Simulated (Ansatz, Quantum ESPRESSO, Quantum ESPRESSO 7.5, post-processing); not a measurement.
# Ballistic transmission: vacuum gap of 4.5 Å between two Ta(110) faces

Wanted: the transmission near the Fermi level and the conductance of this junction: vacuum gap of 4.5 Å between two Ta(110) faces.

Calculated with Quantum ESPRESSO 7.5; plane-wave DFT, PBE, JTH PAW pseudopotentials (cross-check by Ansatz 0.2.0 with PAW datasets).

Report form: the programs' logs are mostly left out.

## 1. Set-up

The cell holds 16 atoms: 16 Ta. Its edges and angles: a = 3.320 Å, b = 2.875 Å, c = 39.714 Å, α = 90.0°, β = 90.0°, γ = 54.7°. It derives from Ta. Regions: left lead, 8 atoms (8 Ta); right lead, 8 atoms (8 Ta). The structure is stacked along c, and the current runs across the ab planes.

## 2. Self-consistent run

One periodic cell holds a stretch of lead, the junction and more lead; the atoms stay as built.

The input, scf.in:

```
&control
  prefix = 'scf'
  outdir = './out'
  pseudo_dir = './pseudo'
  calculation = 'scf'
  tprnfor = .true.
/
&system
  ibrav = 0
  nat = 16
  ntyp = 1
  ecutwfc = 45
  ecutrho = 360
  occupations = 'smearing'
  smearing = 'mv'
  degauss = 0.01
/
&electrons
  conv_thr = 1e-07
  mixing_beta = 0.25
  electron_maxstep = 120
  mixing_mode = 'local-TF'
/
ATOMIC_SPECIES
  Ta  180.9479  Ta.GGA_PBE-JTH.UPF
CELL_PARAMETERS angstrom
  3.32000000000000 0.00000000000000 0.00000000000000
  1.66000000000000 2.34759451353934 0.00000000000000
  0.00000000000000 0.00000000000000 39.71391770309007
ATOMIC_POSITIONS crystal
  Ta  0.000000000000 0.000000000000 0.000000000000
  Ta  0.500000000000 0.000000000000 0.059112639833
  Ta  0.000000000000 0.000000000000 0.118225279666
  Ta  0.500000000000 0.000000000000 0.177337919499
  Ta  0.000000000000 0.000000000000 0.236450559332
  Ta  0.500000000000 0.000000000000 0.295563199165
  Ta  0.000000000000 0.000000000000 0.354675838998
  Ta  0.500000000000 0.000000000000 0.413788478831
  Ta  0.000000000000 0.000000000000 0.527098881336
  Ta  0.500000000000 0.000000000000 0.586211521169
  Ta  0.000000000000 0.000000000000 0.645324161002
  Ta  0.500000000000 0.000000000000 0.704436800835
  Ta  0.000000000000 0.000000000000 0.763549440668
  Ta  0.500000000000 0.000000000000 0.822662080501
  Ta  0.000000000000 0.000000000000 0.881774720334
  Ta  0.500000000000 0.000000000000 0.940887360167
K_POINTS automatic
  9 10 1 0 0 0
```

The run is started by

```
> OMP_NUM_THREADS=1 mpirun -n 4 pw.x -nk 4 -in scf.in > scf.out
```

Run time: 10 min. Hardware: 4 MPI ranks of Arm Neoverse V2, shared host; peak memory 2.4 GiB.

This step gave:

- free energy: -158288.8043 eV
- Fermi energy: 16.86 eV

The program's own clock; routines nest. Time by routine:

| routine | wall time (s) | calls |
| --- | --- | --- |
| PWSCF | 613.4 | 1 |
| electrons | 573.6 | 1 |
| c_bands | 493.4 | 15 |
| cegterg | 463.5 | 180 |
| h_psi | 274 | 734 |
| fftw | 187.1 | 126616 |
| vloc_psi | 168.4 | 734 |
| calbec | 78.75 | 962 |
| sum_band | 63.31 | 15 |
| add_vuspsi | 51.4 | 734 |
| s_psi | 51.31 | 734 |
| h_psi:calbec | 51.15 | 734 |
| init_run | 32.48 | 1 |
| wfcinit | 31.06 | 1 |

The run needed 15 iterations to bring the estimated error under 1e-07 Ry; the largest force on any atom, held or free, is 0.33 eV/Å.

## 3. The open system

prefixt takes both regions from one run: the lead from 0 to bdl, the scattering region from bdl to bds (units of alat). ikind = 1 puts the same lead on both sides. The program's T_tot counts both spins in a run without spin; the tables below give T per spin.

The input, cond.in:

```
&inputcond
  outdir = './out'
  prefixt = 'scf'
  tran_file = 'cond.dat'
  bdl = 1.4142135633
  bds = 11.9620234036
  ikind = 1
  ewind = 4.0
  epsproj = 1e-05
  nz1 = 7
  energy0 = 0.4
  denergy = -0.4
/
31
  0.00000000 0.00000000 0.01000000
  0.00000000 0.10000000 0.02000000
  0.00000000 0.20000000 0.02000000
  0.00000000 0.30000000 0.02000000
  0.00000000 0.40000000 0.02000000
  0.00000000 0.50000000 0.01000000
  0.10000000 0.00000000 0.04000000
  0.10000000 0.20000000 0.04000000
  0.10000000 0.30000000 0.04000000
  0.10000000 0.40000000 0.04000000
  0.10000000 0.50000000 0.04000000
  0.20000000 0.00000000 0.04000000
  0.20000000 0.10000000 0.02000000
  0.20000000 0.30000000 0.04000000
  0.20000000 0.40000000 0.04000000
  0.20000000 0.50000000 0.04000000
  0.20000000 0.60000000 0.02000000
  0.30000000 0.00000000 0.04000000
  0.30000000 0.10000000 0.04000000
  0.30000000 0.40000000 0.04000000
  0.30000000 0.50000000 0.04000000
  0.30000000 0.60000000 0.04000000
  0.40000000 0.00000000 0.04000000
  0.40000000 0.10000000 0.04000000
  0.40000000 0.20000000 0.02000000
  0.40000000 0.50000000 0.04000000
  0.40000000 0.60000000 0.04000000
  0.40000000 0.70000000 0.02000000
  0.50000000 0.00000000 0.02000000
  0.50000000 0.10000000 0.04000000
  0.50000000 0.20000000 0.04000000
3
```

The run is started by

```
> OMP_NUM_THREADS=1 mpirun -n 4 pwcond.x -in cond.in > cond.out
```

Elapsed: 3.2 min, on 4 MPI ranks; peak memory 0.34 GiB.

This step gave:

| Property | Result |
| --- | --- |
| lead channels at the Fermi level, one spin | 1.61 |
| transmission at the Fermi level, one spin | 0.2940 |
| conductance | 0.2940 G₀ |

Per spin; mean over the k mesh across the current. The open channels, zone mean by energy, zero at the Fermi level:

| energy (eV) | open channels, zone mean |
| --- | --- |
| -0.400 | 1.47 |
| 0.000 | 1.61 |
| 0.400 | 1.27 |

Per spin; mean over the k mesh across the current. Transmission, zone mean against energy, zero at the Fermi level:

| energy (eV) | transmission, zone mean |
| --- | --- |
| -0.400 | 0.277 |
| 0.000 | 0.294 |
| 0.400 | 0.235 |

At 0.000 eV; k in fractions of b1, b2. Transmission by k point:

| k1 | k2 | weight | t | channels |
| --- | --- | --- | --- | --- |
| 0 | 0 | 0.01 | 0.5281 | 3 |
| 0 | 0.1 | 0.02 | 0.344 | 3 |
| 0 | 0.2 | 0.02 | 0.9965 | 2 |
| 0 | 0.3 | 0.02 | 7.83e-4 | 1 |
| 0 | 0.4 | 0.02 | 0.1468 | 2 |
| 0 | 0.5 | 0.01 | 0.03354 | 2 |
| 0.1 | 0 | 0.04 | 0.6567 | 3 |
| 0.1 | 0.2 | 0.04 | 0.01696 | 2 |
| 0.1 | 0.3 | 0.04 | 1.13e-4 | 1 |
| 0.1 | 0.4 | 0.04 | 0.9769 | 1 |
| 0.1 | 0.5 | 0.04 | 0.0365 | 2 |
| 0.2 | 0 | 0.04 | 0.1438 | 3 |
| 0.2 | 0.1 | 0.02 | 0.7817 | 3 |
| 0.2 | 0.3 | 0.04 | 0 | 0 |
| 0.2 | 0.4 | 0.04 | 0.1648 | 2 |
| 0.2 | 0.5 | 0.04 | 0.01498 | 1 |
| 0.2 | 0.6 | 0.02 | 0.045 | 2 |
| 0.3 | 0 | 0.04 | 0 | 0 |
| 0.3 | 0.1 | 0.04 | 0.9984 | 2 |
| 0.3 | 0.4 | 0.04 | 0 | 0 |
| 0.3 | 0.5 | 0.04 | 0.001103 | 1 |
| 0.3 | 0.6 | 0.04 | 0.1784 | 1 |
| 0.4 | 0 | 0.04 | 0.4944 | 2 |
| 0.4 | 0.1 | 0.04 | 0.6957 | 1 |
| 0.4 | 0.2 | 0.02 | 0.3996 | 2 |
| 0.4 | 0.5 | 0.04 | 0.2362 | 2 |
| 0.4 | 0.6 | 0.04 | 0.1153 | 3 |
| 0.4 | 0.7 | 0.02 | 0.2465 | 1 |
| 0.5 | 0 | 0.02 | 0.2367 | 2 |
| 0.5 | 0.1 | 0.04 | 0.4071 | 2 |
| 0.5 | 0.2 | 0.04 | 0.4727 | 1 |

The program's own clock; routines nest. Time by routine:

| routine | wall time (s) | calls |
| --- | --- | --- |
| PWCOND | 193.3 | 1 |
| scatter_forw | 168.2 | 186 |
| local | 10.95 | 31 |
| compbs | 8.01 | 93 |
| compbs_2 | 6.76 | 93 |
| init | 1.71 | 1 |
| poten | 0.07 | 1 |

The run is unpolarised; a magnetic state was not tried, may lie lower and would change T.

At no point does T exceed the number of channels.

## 4. The open system, with nz1 = 11

How much does a setting matter? One run is repeated with a change.

cond.w.in, as its differences from the input of step 3:

```diff
@@ -3,3 +3,3 @@
   prefixt = 'scf'
-  tran_file = 'cond.dat'
+  tran_file = 'cond.w.dat'
   bdl = 1.4142135633
@@ -9,3 +9,3 @@
   epsproj = 1e-05
-  nz1 = 7
+  nz1 = 11
   energy0 = 0.4
```

The run is started by

```
> OMP_NUM_THREADS=1 mpirun -n 4 pwcond.x -in cond.w.in > cond.w.out
```

Run time: 3.9 min. Hardware: 4 MPI ranks; peak memory 0.36 GiB.

Beside the run it was changed from:

| quantity | this run | unchanged run | difference |
| --- | --- | --- | --- |
| transmission at the Fermi level, one spin | 0.2937 | 0.2940 | -2.4e-4 |
| lead channels at the Fermi level, one spin | 1.61 | 1.61 | 0 |
| wall time (s) | 232 | 194 |  |

Over all energies T moves by up to 3.9e-4, at 0.4 eV.

The physical values in this table move by up to 0.083 %.

## 5. The same in Ansatz

A second code with its own PAW datasets, on the same atoms.

Level of this step: plane-wave DFT, PBE, Ansatz PAW (Ansatz 0.2.0).

The input, input.yaml:

```yaml
crystal:
  lattice:
    - [3.32, 0.0, 0.0]
    - [1.66, 2.3475945135, 0.0]
    - [0.0, 0.0, 39.7139177031]
  atoms:
    - { symbol: Ta, position: [0.0, 0.0, 0.0] }
    - { symbol: Ta, position: [0.5, 0.0, 0.0591126398] }
    - { symbol: Ta, position: [0.0, 0.0, 0.1182252797] }
    - { symbol: Ta, position: [0.5, 0.0, 0.1773379195] }
    - { symbol: Ta, position: [0.0, 0.0, 0.2364505593] }
    - { symbol: Ta, position: [0.5, 0.0, 0.2955631992] }
    - { symbol: Ta, position: [0.0, 0.0, 0.354675839] }
    - { symbol: Ta, position: [0.5, 0.0, 0.4137884788] }
    - { symbol: Ta, position: [0.0, 0.0, 0.5270988813] }
    - { symbol: Ta, position: [0.5, 0.0, 0.5862115212] }
    - { symbol: Ta, position: [0.0, 0.0, 0.645324161] }
    - { symbol: Ta, position: [0.5, 0.0, 0.7044368008] }
    - { symbol: Ta, position: [0.0, 0.0, 0.7635494407] }
    - { symbol: Ta, position: [0.5, 0.0, 0.8226620805] }
    - { symbol: Ta, position: [0.0, 0.0, 0.8817747203] }
    - { symbol: Ta, position: [0.5, 0.0, 0.9408873602] }
kpoints:
  mp_grid: { grid: [9, 10, 1] }
hamiltonian:
  xc: pbe
scf:
  occupations: { method: fermi_dirac, width: 0.1 }
  convergence: { dr2_threshold: 1.0e-08 }
output:
  transmission: { leads: [[0, 2]], e_range: [-0.4, 0.4], de: 0.4, kmesh: [10, 10] }
  write_potential: true
  write_density: true
  volumetric_format: npy
  elf: true
```

The run is started by

```
> ansatz run input.yaml --threads 4 --pin off --max-ram 8192MiB --backend cpu --events-out ev --progress --plain --runs-dir out
```

Wall time 49 s (4 threads); peak memory 1.8 GiB.

Read from the output:

* free energy: -158914.2768 eV
* energy at zero smearing: -158913.9161 eV
* smearing term TS: 0.7214 eV
* Fermi energy: 17.18 eV
* symmetry operations: 4
* transmission at the Fermi level, one spin: 0.2908
* step of the lead's Hamiltonian over a period: 3.2 meV

Per spin; mean over the k mesh across the current. Table of transmission, zone mean by energy, zero at the Fermi level:

| energy (eV) | transmission, zone mean |
| --- | --- |
| -0.400 | 0.321 |
| 0.000 | 0.291 |
| 0.400 | 0.229 |

Per spin; mean over the k mesh across the current. The open channels, zone mean by energy, zero at the Fermi level:

| energy (eV) | open channels, zone mean |
| --- | --- |
| -0.400 | 1.79 |
| 0.000 | 1.61 |
| 0.400 | 1.23 |

Valence density in the ca plane at fractional y = 0.000, with atoms of Ta within 0.2 Å of it. It is the smooth field of the valence electrons, not physical close to the nuclei.

Ten even steps from '0' (0.0 e/Å³) to '9' (4.3 e/Å³), each cell a mean:
```
00003999510000000000000499941000000149994100
10001465200011000000000146410001100014641000
64100111000366310000000011100136631001110013
98200000001699820000000000000279972000000027
99300000001799820000000000000289982000000028
96200000001488610000000000000158851000000015
31000232100133100000000023210013310012321001
00002798310000000000000379730000000037973000
00004989610000000000000598951000000159894100
```
Columns run along c (16.0 Å, from fractional 0.30 to 0.70 of the cell), rows up along a (3.3 Å). Atoms in or near the plane, at fractional coordinates: Ta at (0.35, 0.00), Ta at (0.41, 0.50), Ta at (0.53, 0.00), Ta at (0.59, 0.50), Ta at (0.65, 0.00).

ELF in the ca plane at fractional y = 0.000, with atoms of Ta within 0.2 Å of it. It is the smooth field of the valence electrons, not physical close to the nuclei.

Ten even steps from '0' (0.08) to '9' (0.70), each cell a mean:
```
34427948834533355421002984873553244388497244
22333888533222212211101489833422223248984232
97333222342689730111232122223368962322222337
49525423643965960001355433453595594354345359
19625545744932970001356644563593295355455359
89434212443888950001244221243488893332123349
54232455333356411111111256423335532325642323
12425989724321234321001798963531134269896242
46527805934654566421002960683664464386078356
```
Columns run along c (16.0 Å, from fractional 0.30 to 0.70 of the cell), rows up along a (3.3 Å). Atoms in or near the plane, at fractional coordinates: Ta at (0.35, 0.00), Ta at (0.41, 0.50), Ta at (0.53, 0.00), Ta at (0.59, 0.50), Ta at (0.65, 0.00).

Ansatz finds T = 0.291 against pwcond's 0.294.

## 6. All levels side by side

All levels:

| step | T at the Fermi level (per spin) | conductance (G0) | r.m.s. T(E) from the first | CPU time of the step (s) | peak memory (GiB) |
| --- | --- | --- | --- | --- | --- |
| Ansatz | 0.2908 | - | 0 | 176 | 1.794 |
| pwcond | 0.294 | 0.294 | 0.02592 | 775.1 | 0.34 |
| pwcond, changed setting | 0.2937 | 0.2937 | 0.0259 | 926.2 | 0.36 |

Per spin; mean over the k mesh across the current. The transmission, zone mean by energy, zero at the Fermi level:

| energy (eV) | Ansatz | pwcond | pwcond, changed setting |
| --- | --- | --- | --- |
| -0.400 | 0.321 | 0.277 | 0.277 |
| 0.000 | 0.291 | 0.294 | 0.294 |
| 0.400 | 0.229 | 0.235 | 0.234 |

## 7. The arithmetic

The Landauer sum over the mesh, Σ w T = 0.0400 × 0.998 + 0.0400 × 0.977 + 0.0400 × 0.696 + … = 0.2940.

G = 0.294 × 77.48 µS = 22.8 µS a cell. Times the area of 7.794 Å², the resistance-area product is A/G = 3.42 fΩ m², the leads' contact resistance included.

## 8. Summary of results

* conductance from T at the Fermi level, a cell (G₀ = 2e²/h): 0.294 G₀
* conductance per area: 292 S/μm²
* lead channels per spin: 1.61
* the same conductance by Ansatz: 0.291 G₀

**Reading.** The junction conducts 0.294 G₀ a cell at the Fermi level (PBE, JTH PAW). At the Fermi level the junction passes 18 % of what the leads offer. At the Fermi level pwcond and Ansatz differ by 1.1 %, a close match. Points with over 2.5 times the mean carry 39 % of T, so the mean leans on few points, and the mesh was not tested. Over -0.4 to 0.4 eV, T lies between 0.23 and 0.29 per spin. The geometry is as built, not relaxed, and the leads are short. Semilocal functionals lack the image potential in a vacuum gap. Spin-orbit coupling is left out; depending on the atoms that carry the levels of interest, it can split and shift them by tenths of an eV to an eV or more.

[Logs are printed without paths, hosts, clocks, repeated set-up lines and the standing remarks that a program may print on its own settings, such as how far it seeks lower states.]

[Hosts, paths, dates, database ids (printed as entryN), source tags and the programs' standing remarks are cut or masked in the printed files.]

[Maps of the electrostatic potential energy from Ansatz leave out the sawtooth potential of an applied field or a dipole correction, so their vacuum need not be flat; planar profiles and work functions include it.]
